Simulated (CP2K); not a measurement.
The F K edge of 2-fluorocarbonylpyrrole was computed by TDDFT (CP2K XAS_TDP, aug-cc-pVDZ, TDA) at these levels: BHandHLYP, PBEh(45%) and PBEh(45%) + GW2X. The first three lines of F3 (bonded to C) with a strength over 0.0015, energy in eV and strength:

```
run           first          second           third
  1  684.75 (0.012)  686.46 (0.027)  688.10 (0.014)
  2  687.88 (0.008)  689.78 (0.027)  691.02 (0.012)
  3  681.91 (0.008)  683.81 (0.027)  685.05 (0.012)
```

Q: Which run is which?

Run 1: BHandHLYP (50 % exact exchange). Run 2: PBEh(45%) + GW2X (45 % exact exchange). Run 3: PBEh(45%) (45 % exact exchange). Self-interaction lifts the core level, so the uncorrected lines rise with the share of exact exchange. The GW2X run keeps the spacings of its parent: 1.90 eV between the first two lines in run 2, 1.90 eV in run 3. Its shift is +5.97 eV, since the Kohn–Sham level at this share of exchange lies that far above the quasiparticle level.

[Banner, clock and machine lines of the logs are left out without a mark of their own.]

[Logs are printed without paths, hosts, clocks, repeated set-up lines and the standing remarks that a program may print on its own settings, such as how far it seeks lower states.]

[Hosts, paths, dates, database ids (printed as entryN), source tags and the programs' standing remarks are cut or masked in the printed files.]
